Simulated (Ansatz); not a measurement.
# A hole started on a pair of Cl atoms pulled together in NaCl (Fm-3m), part 2 of 3

Question: is an added hole in NaCl (Fm-3m) a free carrier or a small polaron? The trial puts it on a pair of Cl atoms pulled together. The model is a cell of 128 host atoms; several levels of theory are compared, with their cost.

Ansatz 0.2.0; plane-wave PAW DFT, PBE0; relaxation of all atoms of a supercell at fixed charge in a uniform background.

So far. Step 2 (Relaxation with the hole, PBE0): Largest moments: 0.42 μB on Cl52, 0.42 μB on Cl20 and 0.00 μB on Cl116. The sizes of the moments in the atoms' spheres add to about 0.9 μB, shared by 2.1 atoms in effect, 97 % of it within 3.2 Å of the largest: the carrier is localised at or next to the trial site.

In doubt: the hybrid run may have settled on a false gap or state (in some of the runs), so the values of those runs are not to be relied on; a hybrid run on one k-point (step 4), which bears on gaps, levels and energies.

## Step 3: The states that it is compared with

Its energy has a meaning only beside the cell without the carrier and the carrier left in the undistorted cell, under the same functional.

Times on 1 × NVIDIA H100 80GB HBM3 with 10 threads of AMD EPYC 7R13 (Zen 3), shared host:

```csv
charge,start,kind,largest moment on one atom (μB),time
0,ideal sites,relaxation,-,15 s
+1,ideal sites,"single point, state in doubt",0.01,39 s
```

Distances from Cl52, which holds the largest moment, without and with the hole:

```csv
atom,without (Å),with (Å),change (Å)
Cl20,3.96,2.69,-1.27
Na59,2.80,2.74,-0.06
Na53,2.80,2.74,-0.06
Na85,2.80,3.44,0.64
Na83,2.80,2.96,0.16
Na61,2.80,2.95,0.15
Na91,2.80,3.44,0.64
```

The hole binds Cl52 and Cl20 into a pair, 3.96 Å apart without it and 2.69 Å with it.

## Step 4: States in the gap, PBE0

A single point on the relaxed atoms asks for the levels and how far each is spread.

File qp1_M1_trap.hyb/input.yaml:

```yaml
crystal:
  checkpoint: "../qp1_M1_trap.hrelax.run"
  host: checkpoint
total_charge: 1
basis:
  ecutwfc: 420
  xc_grid: 2
hamiltonian:
  xc: pbe0
kpoints:
  mp_grid: { grid: [1, 1, 1] }
magnetization:
  spin_polarized: true
  initial_magnetization: 1
  spin_locking: { lock_magnetization: hard }
scf:
  occupations: { method: fixed }
  max_iter: 80
output:
  forces: true
  charged_corrections:
    epsilon: 2.57
    static_epsilon: 6.02
    defect_position: [0.25, 0.625, 0.375]
  eigenvalues: true
  eigenstates: { localisation: true }
  populations: true
  efg: {}
  write_density: true
  write_potential: true
  volumetric_format: npy
checkpoint:
  read: "../qp1_M1_trap.hrelax.run"
  write: "../qp1_M1_trap.hyb.run"
  compress: false
  write_wavefunctions: true
  write_every: 100000
```

Launch:

```console
$ ansatz run input.yaml --threads 10 --pin off --max-ram 65945MiB --backend cuda --events-out ev --progress --plain --runs-dir out
```

Numbers of over 12 decimals in the logs are rounded to 6 here.

Log:

```text
[...]
crystal.checkpoint: the structure is that of <dir>, a `relax` run, at its step 8: its result, under pbe0 at a charge of 1 e; 128 atoms read, 2 with a starting moment; crystal.structure_sha256 for this input is
[...]
GPU FFT provider: cuFFT
GPU libraries: cuBLAS 13.8.2, cuFFT 12.4.0, cuSOLVER 12.3.4
Crystal: 128 atoms, lattice volume = 2812.875 Å³
Basis set: ecut = 420 eV, 55009 PW (Γ), exchange–correlation on 216×216×216 points (8 copies of the dense FFT grid, shifted against one another)
Bands: 640, of which v1, the nominal top of the filled ones, is band 512 counted from 1 (511 counted from 0)
Symmetry: 1 space group operations
[...]
k-points: 1
[...]
Stability of the state it starts from, as read at its close in the collinear treatment: not read, because the functional holds exact exchange (a hybrid, or Hartree-Fock), whose exchange loop this test does not read (fock_operator); its run was given moments
[...]
GPU buffer pool allocated for 1259712 grid points (all kernels)
[...]
Frozen-core exchange: fock
[...]
SCF iter   2: F=-164534.998326 eV  HF=-164534.998326 eV  |F-HF|=1.19e-9  |Δ(HF+E_count)|=   1.05e-9  Δρ=2.44e-7 (↑2.38e-7 ↓2.44e-7)  dr2=1.75e-10  dr2_m=1.41e-9  M=1.000 μB ∫|m|=1.113 μB  ethr=9.05e-12 (applied; sched 1.00e-12)  ⟨swp⟩=10.5  Hψ=4426  notcnv=0  reapply=2
SCF 1 converged in 2 iterations: F = -164534.998326 eV  dr2 = 1.75e-10
[...]
hybrid outer 1: dexx = +2.365e-11 eV, tail = 3.33e-9 eV
[...]
atom  51  Na V_zz =    +0.305615   η = 0.2236   by run symmetry: allowed
[...]
atom  52  Cl V_zz =   +26.902010   η = 0.0376   by run symmetry: allowed
[...]
atom  53  Na V_zz =    +0.274631   η = 0.4860   by run symmetry: allowed
[...]
atom  59  Na V_zz =    +0.273632   η = 0.4888   by run symmetry: allowed
[...]
atom  83  Na V_zz =    +0.305125   η = 0.2223   by run symmetry: allowed
[...]
--- Charged-cell corrections in eV (Makov–Payne, q = +1.000 e, ε = 2.570 of the electrons, 6.020 with the ions) ---
[...]
E_corr1          = +0.573207  (monopole, q²α_M/2εL)
  F Makov-Payne    = n/a  (the rows are of the electrons' constant alone; ansatz place-levels tells what screens the charge)
[...]
--- Band table (eV) ---
[...]
--- Löwdin populations: 128 sites ---
  site symbol       q [e]    m [muB]
     0     Na      8.2852    -0.0000
     1     Cl      7.6779    -0.0000
  [... 17 atoms left out ...]
    19     Cl      7.3156     0.4913
  [... 1 atom left out ...]
    21     Cl      7.6806    -0.0003
  [... 5 atoms left out ...]
    27     Cl      7.6806    -0.0003
    28     Na      8.2843    -0.0004
  [... 14 atoms left out ...]
    43     Cl      7.6803    -0.0003
  [... 6 atoms left out ...]
    50     Na      8.2840    -0.0004
    51     Cl      7.3156     0.4914
    52     Na      8.2898    -0.0022
  [... 5 atoms left out ...]
    58     Na      8.2899    -0.0022
  [... 23 atoms left out ...]
    82     Na      8.2840    -0.0004
  [... 45 atoms left out ...]
  spilling = 0.002131 (of n_electrons = 1023.000000)
[key lines of the parts left out:]
Magnetization: 1.0000 μB (512.0000 up, 511.0000 down)
Free energy (F): -164534.998326 eV
Fermi energy:    -0.102278 (↑ -0.102907, ↓ -0.102278) eV
```

The job ended after 45 s (1 × NVIDIA H100 80GB HBM3 with 10 threads of AMD EPYC 7R13 (Zen 3), shared host; peak memory 3.7 GiB).

From eigenstates.tsv, first k-point; energies on the run's zero. The participation number counts the atoms that a state is spread over, of 128; bands count from 0.

```csv
spin,band,energy (eV),occupation,participation,largest share on,share
down,505,-0.232,1.00,31.3,Cl30,0.06
down,506,-0.232,1.00,29.1,Cl120,0.06
down,507,-0.227,1.00,34.8,Cl62,0.04
down,508,-0.105,1.00,53.8,Cl128,0.03
down,509,-0.103,1.00,61.0,Cl128,0.03
down,510,-0.102,1.00,57.5,Cl72,0.03
down,511,2.092,0.00,2.4,Cl20,0.46
down,512,7.148,0.00,120.6,Na21,0.01
down,513,8.535,0.00,59.5,Cl52,0.04
down,514,8.551,0.00,55.5,Na21,0.04
down,515,8.645,0.00,79.9,Cl14,0.02
up,506,-0.232,1.00,31.1,Cl30,0.06
up,507,-0.232,1.00,29.1,Cl120,0.06
up,508,-0.227,1.00,34.8,Cl62,0.04
up,509,-0.104,1.00,55.2,Cl128,0.03
up,510,-0.104,1.00,60.8,Cl128,0.03
up,511,-0.103,1.00,57.0,Cl72,0.03
up,512,7.140,0.00,119.4,Na21,0.02
up,513,8.478,0.00,46.3,Na85,0.05
up,514,8.495,0.00,54.4,Cl20,0.05
up,515,8.640,0.00,79.6,Cl14,0.02
up,516,8.656,0.00,77.0,Na117,0.03
```

Under PBE0 at the zone centre alone, the highest filled state is spin down, spread over 58 of 128 atoms, and the lowest empty one, 2.19 eV above it, is spin down, spread over 2 of 128 atoms.

Löwdin populations of the atoms near the centre, and their excess over far atoms of the same element, which can also hold differences between inequivalent host sites (the log counts sites from 0):

```csv
atom,distance from the centre (Å),electrons,excess
Cl20,1.34,7.316,-0.362
Cl52,1.34,7.316,-0.362
Na53,2.39,8.290,0.006
Na59,2.39,8.290,0.006
Cl28,3.46,7.681,0.003
Cl22,3.46,7.681,0.003
Na51,3.47,8.284,0.000
Na83,3.47,8.284,0.000
```

The largest moments in the atoms' spheres: Cl52 0.42, Cl20 0.42, Cl116 0.00, Cl84 0.00, Cl124 0.00, Cl118 0.00 μB.

Isotropic hyperfine couplings from the contact spin densities (Fermi contact term with core polarisation, no dipolar part), the largest:

```csv
atom,isotope,distance from the centre (Å),contact spin density (e/Å³),A (MHz)
Cl20,35Cl,1.34,0.957,62.2
Cl52,35Cl,1.34,0.957,62.2
Na53,23Na,2.39,-0.0198,-3.5
Na59,23Na,2.39,-0.0198,-3.5
Na29,23Na,3.47,-0.00453,-0.8
Na61,23Na,3.47,-0.00453,-0.8
Na51,23Na,3.47,-0.00444,-0.8
Na83,23Na,3.47,-0.00443,-0.8
Cl28,35Cl,3.46,-0.00794,-0.5
Cl22,35Cl,3.46,-0.00791,-0.5
```

Spin density in the ac plane at fractional y = 0.625, through the centre, with atoms of Cl within 0.45 Å of it.

Values in e/Å³, 13 rows by 16 columns, each cell a mean:
```
0.00 0.00 0.00 0.00 0.00 0.00 0.00 0.00 0.00 0.00 0.00 0.00 0.00 0.00 0.00 0.00
0.00 0.00 0.00 0.00 0.00 0.00 0.00 0.00 0.00 0.00 0.00 0.00 0.00 0.00 0.00 0.00
0.00 0.00 0.00 0.00 0.00 0.00 0.00 0.00 0.00 0.00 0.00 0.00 0.00 0.00 0.00 0.00
0.00 0.00 0.00 0.00 0.00 0.00 0.00 0.00 0.00 0.00 0.00 0.00 0.00 0.00 0.00 0.00
0.00 0.00 0.00 0.00 0.00 0.00 0.00 0.00 0.00 0.00 0.00 0.00 0.00 0.00 0.00 0.00
0.00 0.00 0.00 0.00 0.00 0.00 0.00 0.00 0.00 0.00 0.00 0.00 0.00 0.00 0.00 0.00
0.00 0.00 0.00 0.00 0.00 0.00 0.00 0.00 0.00 0.00 0.00 0.00 0.00 0.00 0.00 0.00
0.00 0.07 0.08 0.07 0.09 0.08 0.05 0.00 0.00 0.00 0.00 0.00 0.00 0.00 0.00 0.00
0.00 0.04 0.10 0.12 0.05 0.11 0.10 0.01 0.00 0.00 0.00 0.00 0.00 0.00 0.00 0.00
0.00 0.00 0.00 0.00 0.00 0.00 0.00 0.00 0.00 0.00 0.00 0.00 0.00 0.00 0.00 0.00
0.00 0.00 0.00 0.00 0.00 0.00 0.00 0.00 0.00 0.00 0.00 0.00 0.00 0.00 0.00 0.00
0.00 0.00 0.00 0.00 0.00 0.00 0.00 0.00 0.00 0.00 0.00 0.00 0.00 0.00 0.00 0.00
0.00 0.00 0.00 0.00 0.00 0.00 0.00 0.00 0.00 0.00 0.00 0.00 0.00 0.00 0.00 0.00
```
Columns run along a (15.8 Å), rows up along c (15.8 Å). Atoms in or near the plane, at fractional coordinates: Cl at (0.13, 0.13), Cl at (0.16, 0.38), Cl at (0.12, 0.63), Cl at (0.13, 0.88), Cl at (0.38, 0.12), Cl at (0.33, 0.38), Cl at (0.37, 0.62), Cl at (0.38, 0.87), Cl at (0.62, 0.13), Cl at (0.62, 0.37), Cl at (0.63, 0.62), Cl at (0.63, 0.87), Cl at (0.87, 0.13), Cl at (0.88, 0.37) and more.

Electrostatic potential energy in the ac plane at fractional y = 0.625, through the centre, with atoms of Cl within 0.45 Å of it. With pseudopotentials it is smooth inside the atoms' cores, unlike the true potential.

Ten even steps from '0' (-47 eV) to '9' (7 eV), each cell a mean:
```
99999999999999999999999999999999999999999999
99975689999999766899999997668999999975689999
99950015999999500159999995101599999950015999
99995212799999851027999999510269999995212799
99999988999999998778999999997789999999988999
99999999999999999999999999999999999999999999
99999999999999999999999999999999999999999999
99965689999999767999999997668999999986689999
99950015999998500269999995001599999961015899
99995212799999841027999998510279999996101699
99999988999999998778999999987789999999877899
99999999999999999999999999999999999999999999
99999999999999999999999999999999999999999999
99998656899975579999999986568999999975689999
99998300169961003899999984002699999961004899
99999841037996201589999998410389999996201699
99999998779999987899999999987899999999987899
99999999999999999999999999999999999999999999
99999999999999999999999999999999999999999999
99964579999999766899999986468999999975689999
99951004899999510159999984001699999950015999
99996212799999851026999998521389999995212799
99999988999999998778999999998899999999988999
99999999999999999999999999999999999999999999
```
Columns run along a (15.8 Å; values clipped at the 3rd and 97th percentile), rows up along c (15.8 Å). Atoms in or near the plane, at fractional coordinates: Cl at (0.13, 0.13), Cl at (0.16, 0.38), Cl at (0.12, 0.63), Cl at (0.13, 0.88), Cl at (0.38, 0.12), Cl at (0.33, 0.38), Cl at (0.37, 0.62), Cl at (0.38, 0.87), Cl at (0.62, 0.13), Cl at (0.62, 0.37), Cl at (0.63, 0.62), Cl at (0.63, 0.87), Cl at (0.87, 0.13), Cl at (0.88, 0.37) and more.

Valence density in the ac plane at fractional y = 0.625, through the centre, with atoms of Cl within 0.45 Å of it. It is the smooth field of the valence electrons, not physical close to the nuclei.

Values in e/Å³, 13 rows by 16 columns, each cell a mean:
```
0.1 0.5 0.2 0.0 0.1 0.5 0.2 0.0 0.1 0.5 0.2 0.0 0.1 0.5 0.2 0.0
0.1 1.2 1.2 0.2 0.1 1.2 1.1 0.2 0.1 1.2 1.2 0.2 0.1 1.2 1.2 0.2
0.0 0.2 0.6 0.2 0.0 0.2 0.7 0.2 0.0 0.2 0.7 0.2 0.0 0.2 0.6 0.2
0.1 0.3 0.1 0.0 0.1 0.2 0.1 0.0 0.1 0.2 0.1 0.0 0.1 0.2 0.1 0.0
0.2 1.2 0.9 0.1 0.2 1.2 0.9 0.1 0.2 1.2 0.9 0.1 0.1 1.2 0.9 0.2
0.0 0.4 1.0 0.3 0.0 0.5 1.1 0.3 0.0 0.4 1.0 0.3 0.0 0.4 1.1 0.4
0.0 0.1 0.1 0.1 0.1 0.1 0.1 0.1 0.1 0.1 0.1 0.0 0.0 0.1 0.1 0.1
0.0 0.4 1.1 0.4 0.8 0.9 0.2 0.0 0.2 1.1 0.7 0.1 0.1 1.1 0.8 0.1
0.0 0.1 0.8 1.0 0.4 1.0 0.7 0.0 0.1 0.7 1.2 0.2 0.0 0.6 1.2 0.4
0.0 0.0 0.1 0.1 0.1 0.1 0.1 0.0 0.0 0.1 0.1 0.1 0.0 0.1 0.1 0.1
0.2 0.9 0.5 0.0 0.1 0.8 0.4 0.0 0.2 0.9 0.5 0.0 0.2 0.9 0.5 0.0
0.1 0.8 1.2 0.3 0.1 0.9 1.3 0.3 0.1 0.9 1.2 0.2 0.1 0.9 1.3 0.3
0.0 0.1 0.2 0.1 0.0 0.1 0.3 0.2 0.0 0.1 0.2 0.1 0.0 0.1 0.3 0.1
```
Columns run along a (15.8 Å), rows up along c (15.8 Å). Atoms in or near the plane, at fractional coordinates: Cl at (0.13, 0.13), Cl at (0.16, 0.38), Cl at (0.12, 0.63), Cl at (0.13, 0.88), Cl at (0.38, 0.12), Cl at (0.33, 0.38), Cl at (0.37, 0.62), Cl at (0.38, 0.87), Cl at (0.62, 0.13), Cl at (0.62, 0.37), Cl at (0.63, 0.62), Cl at (0.63, 0.87), Cl at (0.87, 0.13), Cl at (0.88, 0.37) and more.

Uncorrected and at zero smearing, the relaxed cell lies 0.37 eV below the carrier in the undistorted cell.

This is not yet the binding energy: the image correction is missing, and with exact exchange at one k-point the spread carrier of the reference is itself shifted by a finite-cell term.

## Step 5: Placing the level against the band edges

A charged cell interacts with its images and has another zero of potential than the host, so place-levels corrects and aligns it with a run of the defect-free crystal.

File levels.hyb.yaml:

```yaml
host:
  run: host.hyb.run
states: [qp1_M1_trap.hyb.run, q0_ideal.hyb.run, q0_M2_trap.hyb.run]
geometry_from:
  qp1_M1_trap.hyb.run: qp1_M1_trap.hrelax.run
  q0_ideal.hyb.run: q0_ideal.hrelax.run
  q0_M2_trap.hyb.run: q0_M2_trap.hrelax.run
chemical_potentials: {}
```

Launch:

```console
$ ansatz place-levels levels.hyb.yaml -- --threads 10 --pin off --max-ram 65945MiB
```

Log:

```text
[...]
(+1/0) 0.237 eV above the valence edge, 7.057 eV under the conduction edge
formation energy of charge +1: -0.237 eV with the Fermi level at the valence edge
formation energy of charge 0: -0.000 eV with the Fermi level at the valence edge
  edges by pbe0, gap 7.295 eV; the host is sampled to repeats of 15.84 Å
  the defect's cells are sampled to repeats of 15.84 Å, like sampling
  charge +1: -164534.7544 eV with its correction of +0.244 eV, at epsilon 6.02, aligned at sites: -0.0008 eV, mean over 32 atomic sites at or beyond 7.92 Å from the defect at [0.2500, 0.6250, 0.3750], with +0.002524 for the charge's moments and without [...]
  charge +1: by its spins about the atoms it stands at 0.250 0.625 0.375, with an rms radius of about 1.8 Å (1.4 0.7 0.7 Å across the planes of the cell's vectors)
  charge 0: +0.000 eV for its dipole among its images, +0.000 omitted
  charge 0: states[2] (q0_M2_trap.hyb.run) stands 6.464 eV higher, with a moment of 2.00 μB against 0.00
  of the host: a hybrid's levels can ripple along a path where its exchange mesh is coarse, and an extremum then takes the crest, of which none of its warnings tells: converge the edges in the exchange mesh (kpoints.mp_grid)
  of states[0] (qp1_M1_trap.hyb.run): its energy less the host's errs by more the larger the cell: their exchange is not summed between the same points (point_sum); [...]
  of states[1] (q0_ideal.hyb.run): its energy less the host's errs by more the larger the cell: their exchange is not summed between the same points (point_sum); [...]
  of states[2] (q0_M2_trap.hyb.run): its energy less the host's errs by more the larger the cell: their exchange is not summed between the same points (point_sum); [...]
```

It took 0.28 s on 10 threads.

Counted from the neutral cell, this state lies 0.24 eV below a free hole at the valence top.

(Continued in part 3 of 3.)

[Logs are printed without paths, hosts, clocks, repeated set-up lines and the standing remarks that a program may print on its own settings, such as how far it seeks lower states.]

[Hosts, paths, dates, database ids (printed as entryN), source tags and the programs' standing remarks are cut or masked in the printed files.]

[For some hosts the program warned that the k-mesh of the response run may be too coarse for force constants and the static dielectric constant; such warnings are not shown here.]
